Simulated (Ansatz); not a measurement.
# How fast states decay through KBaH3, part 2 of 2

Aim: relax a made-up compound, KBaH3, and see how good a tunnel barrier it would be. It is built by putting Ba for Mg in the KMgH3 structure of space group Pm-3m, with the volume rescaled by atomic radii. The parent structure comes from the Materials Project.

Ansatz 0.2.0; r2SCAN DFT, plane waves, PAW files (the session's first sound run).

So far, decay constant at the filling level, zone centre (Å⁻¹): step 4 (complex bands, plane (110)) 0.278; step 5 (plane (001)) 0.396.

The structure was built from a prototype and need not be the compound's stable phase.

## Step 6: Band edges at another level, cutoff 420 eV

This step: PBE DFT, plane waves, PAW files (Ansatz 0.2.0).

The edges again with PBE, at the same atoms. Against that run the cutoff is 420 eV against 500.

input.yaml

```yaml
crystal:
  lattice:
    - [5.1338034978, 0.0, 0.0]
    - [0.0, 5.1338034978, 0.0]
    - [0.0, 0.0, 5.1338034978]
  atoms:
    - { symbol: K, position: [0.0, 0.0, 0.0] }
    - { symbol: Ba, position: [0.5, 0.5, 0.5] }
    - { symbol: H, position: [0.5, 0.0, 0.5] }
    - { symbol: H, position: [0.5, 0.5, 0.0] }
    - { symbol: H, position: [0.0, 0.5, 0.5] }
kpoints:
  mp_grid: { grid: [6, 6, 6] }
  band_path: { path: [VBM, CBM], npoints: 30 }
scf:
  occupations: { method: fixed }
hamiltonian:
  xc: pbe
output:
  eigenvalues: true
```

The run is started by

```sh
$ ansatz run input.yaml --threads 2 --pin off --max-ram 4096MiB --backend cpu --events-out ev --progress --plain --runs-dir out
```

Elapsed: 4.3 s, on 2 threads of Arm Neoverse V2, shared host; peak memory 0.35 GiB.

Numbers from this step:

```yaml
free_energy: -7535.9783 eV
fermi_energy: 1.745 eV
gap_on_the_k_mesh: 1.971 eV
gap_on_path: 1.971 eV, by band count; negative where bands overlap
direct_gap_on_path: 2.045 eV
```

Electronic bands along the path, in eV, zero at the Fermi level (highest filled level under fixed occupations); v1 is the highest filled band, c1 the lowest empty one:

```tsv
point	v3	v2	v1	c1	c2	c3	c4
VBM	0.00	0.00	0.00	2.77	2.77	2.77	5.30
halfway	-0.75	-0.04	-0.04	2.30	3.25	3.25	5.59
CBM	-1.33	-0.07	-0.07	1.97	4.13	4.13	5.31
```

The searched edges give 1.97 eV, as on the mesh.

## Step 7: Complex bands at another level, cutoff 420 eV

This step: PBE DFT, plane waves, PAW files; complex bands by layer matching along the plane's normal (Ansatz 0.2.0).

The complex bands at that level, over its own gap, at (0, 0) and (-0.5, -0.5).

input.yaml

```yaml
crystal:
  lattice:
    - [5.133803498, 0.0, 0.0]
    - [0.0, 7.260294533, 0.0]
    - [0.0, 3.630147267, 3.630147267]
  atoms:
    - { symbol: K, position: [0.0, 0.0, 0.0] }
    - { symbol: Ba, position: [0.5, 0.5, 0.0] }
    - { symbol: H, position: [0.5, 0.0, 0.5] }
    - { symbol: H, position: [0.0, 0.5, 0.0] }
    - { symbol: H, position: [0.5, 0.5, 0.5] }
kpoints:
  mp_grid: { grid: [6, 6, 6] }
scf:
  occupations: { method: fixed }
hamiltonian:
  xc: pbe
output:
  eigenvalues: true
  transmission:
    leads: [[0, 0]]
    kpoints: [[0.0, 0.0], [-0.5, -0.5]]
    e_range: [-1.0, 2.97]
    de: 0.1
```

Run time: 50 s. Hardware: 2 threads; peak memory 0.88 GiB.

This step gave:

```
level to which the leads are filled                       : 0.9857 eV from the Fermi level
decay constant at the filling level, zone centre          : 0.2501 Å⁻¹
decay constant at the filling level, slowest listed point : 0.2501 Å⁻¹
```

K parallel (0, 0); values up to 1.5 1/Å, a degenerate pair printed once or twice; energies at which all values exceed this have no row. Im kz of the slowest decaying states against energy, zero at the highest filled level on the SCF mesh:

```tsv
energy (eV)	decay 1 (Å⁻¹)	decay 2 (Å⁻¹)	decay 3 (Å⁻¹)	decay 4 (Å⁻¹)
-1.00	0.429	0.796	1.02	1.12
-0.80	0.485	0.772	1.00	1.11
-0.70	0.506	0.760	0.993	1.10
-0.50	0.537	0.735	0.978	1.09
-0.40	0.549	0.723	0.970	1.08
-0.20	0.566	0.697	0.953	1.07
-0.10	0.572	0.684	0.945	1.06
0.00	0.0917	0.129	0.578	0.671
0.10	0.136	0.193	0.582	0.658
0.20	0.166	0.236	0.585	0.644
0.40	0.206	0.298	0.589	0.618
0.60	0.231	0.342	0.590	0.591
0.70	0.239	0.359	0.577	0.590
0.90	0.249	0.388	0.551	0.588
1.00	0.250	0.400	0.538	0.586
1.20	0.245	0.420	0.513	0.582
1.30	0.239	0.429	0.502	0.579
1.50	0.216	0.443	0.482	0.572
1.70	0.174	0.454	0.465	0.563
1.80	0.142	0.458	0.459	0.558
2.00	0.446	0.466	0.548	0.715
2.10	0.441	0.469	0.542	0.701
2.30	0.433	0.473	0.529	0.671
2.40	0.429	0.474	0.522	0.655
2.60	0.421	0.476	0.507	0.621
2.70	0.417	0.476	0.499	0.603
2.90	0.409	0.475	0.481	0.564
```

K parallel (0, 0). Re kz of states that move upwards against energy, zero at the highest filled level on the SCF mesh:

```tsv
energy (eV)	channel 1 (Å⁻¹)	channel 2 (Å⁻¹)
-1.00	0.223	0.313
-0.80	0.356	0.466
-0.60	0.463	0.564
-0.40	0.568	0.647
-0.30	0.624	0.690
-0.10	0.788	0.810
0.00	-	-
0.10	-	-
0.30	-	-
0.50	-	-
0.70	-	-
0.90	-	-
1.00	-	-
1.20	-	-
1.40	-	-
1.60	-	-
1.80	-	-
2.00	-0.805	-
2.20	-0.689	-
2.30	-0.651	-
2.50	-0.587	-
2.70	-0.533	-
2.90	-0.485	-
```

K parallel (-0.5, -0.5); values up to 1.5 1/Å, a degenerate pair printed once or twice; energies at which all values exceed this have no row. Im kz of the slowest decaying states against energy, zero at the highest filled level on the SCF mesh:

```tsv
energy (eV)	decay 1 (Å⁻¹)	decay 2 (Å⁻¹)	decay 3 (Å⁻¹)	decay 4 (Å⁻¹)
-1.00	0.653	0.928	1.14	1.28
-0.70	0.0879	0.552	0.897	1.13
-0.40	0.408	0.865	1.12	1.24
-0.20	0.201	0.844	1.11	1.23
0.00	0.122	0.218	0.821	1.10
0.10	0.182	0.290	0.810	1.10
0.40	0.281	0.359	0.776	1.08
0.70	0.337	0.366	0.740	1.06
1.00	0.346	0.373	0.703	1.04
1.20	0.321	0.391	0.677	1.03
1.50	0.264	0.409	0.637	1.00
1.80	0.167	0.420	0.594	0.974
2.10	0.424	0.547	0.944	1.05
2.30	0.424	0.514	0.923	1.04
2.60	0.420	0.459	0.890	1.02
2.90	0.076	0.395	0.411	0.854
```

At the listed wavevectors the last open channel is at -0.10 eV and the next at +2.00 eV on the grid. At +1.00 eV, the grid energy nearest the filling level (the middle of the gap on the SCF mesh), the slowest state at the listed wavevectors decays with κ = 0.250 Å⁻¹, its amplitude falling by e over 4.0 Å; the first such run, plane (110), gave 0.278 Å⁻¹ over as many of its listed wavevectors.

## Step 8: Results

```
band gap                                         : 2.39 eV
least decay constant at mid-gap, normal to (110) : 0.278 Å⁻¹
least decay constant at mid-gap, normal to (001) : 0.258 Å⁻¹
least decay constant, PBE                        : 0.250 Å⁻¹
```

In words: With r2SCAN, the slowest decay at the wavevectors tried is κ = 0.258 Å⁻¹, normal to (001). Through such a film the transmission near mid-gap falls as exp(−2κd), a factor of ten every 4.5 Å. The directions tried decay at nearly the same rate. A free electron under a barrier of half the gap would need a mass of 0.21 mₑ to decay at this rate. The slowest decay isn't at the zone centre. With PBE the gap goes from 2.39 to 1.97 eV and the decay constant, over the first 2 listed wavevectors, from 0.278 to 0.250 Å⁻¹. The compound is made up by substitution; its stability against other phases and against distortions of the cell's symmetry was not tested. r2SCAN still narrows gaps, if less than LDA and GGA do, so real decay constants are likely larger.

[Logs are printed without paths, hosts, clocks, repeated set-up lines and the standing remarks that a program may print on its own settings, such as how far it seeks lower states.]

[Hosts, paths, dates, database ids (printed as entryN), source tags and the programs' standing remarks are cut or masked in the printed files.]
